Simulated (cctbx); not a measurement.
## Accept or mend?

Cell a = 6.1610 Å, b = 3.6030 Å, c = 31.6030 Å, α = 90.00°, β = 90.51°, γ = 90.00°; space group Cm (no. 8). The compound is HfTe6Mo2.

Simulated single-crystal data (cctbx): Mo Kα, λ = 0.71073 Å, to d = 0.8 Å, 95 % of the full sphere, strongest reflection 20000 counts, noise from counting, a 3 % proportional error and a noise floor of 15 counts (s.d.); no absorption.

An anisotropic refinement with weights 1/σ² prints:

```text
Rint 0.025, 1668 unique reflections to 0.80 A
cycle     R1     wR2    GooF  max shift (A)
   1  0.2703  0.5296  11.187   0.05571
   4  0.2328  0.4670   9.863   0.00042
final R1 0.2329 wR2 0.4670 GooF 9.863  parameters 48  data/parameter 34.8
atom        x        y        z      Ueq    occ   su(xyz)  su(Uiso or U11)
Hf1    0.65987  0.00000  0.57700   0.0271  1.000  0.00097  0.0036
Te1    0.66639  0.00000  0.28980   0.0231  1.000  0.00145  0.0059
Te2    0.34606  0.00000  0.17038   0.0044  1.000  0.00109  0.0030
Te3    0.32551  0.00000  0.52193   0.0216  1.000  0.00150  0.0055
Te4    0.33941  0.00000  0.05831  -0.0012  1.000  0.00106  0.0032  NPD
Te5    0.67523  0.00000  0.40630   0.0345  1.000  0.00171  0.0068
Mo1    0.32963  0.00000  0.34541   0.0108  1.000  0.00178  0.0055
Mo2    0.67127  0.00000  0.11401  -0.0062  1.000  0.00122  0.0039  NPD
difference map: max 73.18 min -15.30 rms 2.96
Q1    0.3316  0.0000  0.6351    2   76.55  2.74 A from Hf1
Q2    0.1642  0.5000  0.9999    2   34.17  2.73 A from Te4
Q3    0.1794  0.5000  0.8256    2   32.84  -1.00 A from Mo2
Q4    0.1692  0.5000  0.1140    2   29.85  0.01 A from Mo2
Q5    0.3430  0.0000  0.0603    2   29.18  0.07 A from Te4
Q6    0.1592  0.5000  0.2869    2   24.63  0.10 A from Te1
```

Q: Accept it or mend it, and why?

Mend it. The fault: an atom left out, Te at (0.3329, 0, 0.6360). Against the right model at the same level, R1 goes from 0.0203 to 0.2329 and GooF from 0.94 to 9.86, U of Mo2 shrinks from 0.0158 to -0.0062 Å², U of Te4 shrinks from 0.0146 to -0.0012 Å², U of Te2 shrinks from 0.0174 to 0.0044 Å², the top difference peak, 76.5 e/Å³, lies 2.74 Å from Hf1 and Te4 and Mo2 go non-positive-definite. Q1 is the missing atom. With scattering power missing, scale and phases suffer, so peaks may also grow on the heavy atoms.

The compound is HfTe6Mo2. The right model at the same level gives:

```text
Rint 0.025, 1668 unique reflections to 0.80 A
cycle     R1     wR2    GooF  max shift (A)
   1  0.0259  0.0577   1.220   0.00220
   2  0.0203  0.0445   0.941   0.00002
final R1 0.0203 wR2 0.0445 GooF 0.941  parameters 54  data/parameter 30.9
atom        x        y        z      Ueq    occ   su(xyz)  su(Uiso or U11)
Hf1    0.65991  0.00000  0.57734   0.0207  1.000  0.00007  0.0003
Te1    0.66659  0.00000  0.28905   0.0219  1.000  0.00012  0.0004
Te2    0.33317  0.00000  0.63552   0.0209  1.000  0.00013  0.0004
Te3    0.34731  0.00000  0.17056   0.0174  1.000  0.00011  0.0004
Te4    0.32578  0.00000  0.52185   0.0175  1.000  0.00012  0.0004
Te5    0.33942  0.00000  0.05916   0.0146  1.000  0.00011  0.0003
Te6    0.67138  0.00000  0.40457   0.0240  1.000  0.00012  0.0005
Mo1    0.33082  0.00000  0.34559   0.0215  1.000  0.00020  0.0006
Mo2    0.67322  0.00000  0.11512   0.0158  1.000  0.00015  0.0006
Flack x: 0.010(10)
Hooft y: 0.007(10)  Bijvoet pairs: 820
difference map: max 0.88 min -0.71 rms 0.18
Q1    0.0314  0.0000  0.6391    2    0.89  1.86 A from Te2
Q2    0.2228  0.0000  0.9114    2    0.77  -1.00 A from Mo2
Q3    0.0392  0.5000  0.2577    2    0.76  1.26 A from Te1
Q4    0.0694  0.5000  0.4396    2    0.73  1.28 A from Te6
Q5    0.4132  0.5000  0.3425    2    0.70  1.87 A from Mo1
Q6    0.0914  0.5000  0.7917    2    0.70  -1.00 A from Mo2
```

Isotropic U is held between 0.0001 and 1 Å² by the program, and listed peak heights are interpolated, so they can pass the grid's maximum.

The model was made for the exercise: a known structure type with other elements put in, its volume estimated, not relaxed; displacement parameters are assumed.

[Middle refinement cycles are left out of these outputs.]

[Logs are printed without paths, hosts, clocks, repeated set-up lines and the standing remarks that a program may print on its own settings, such as how far it seeks lower states.]
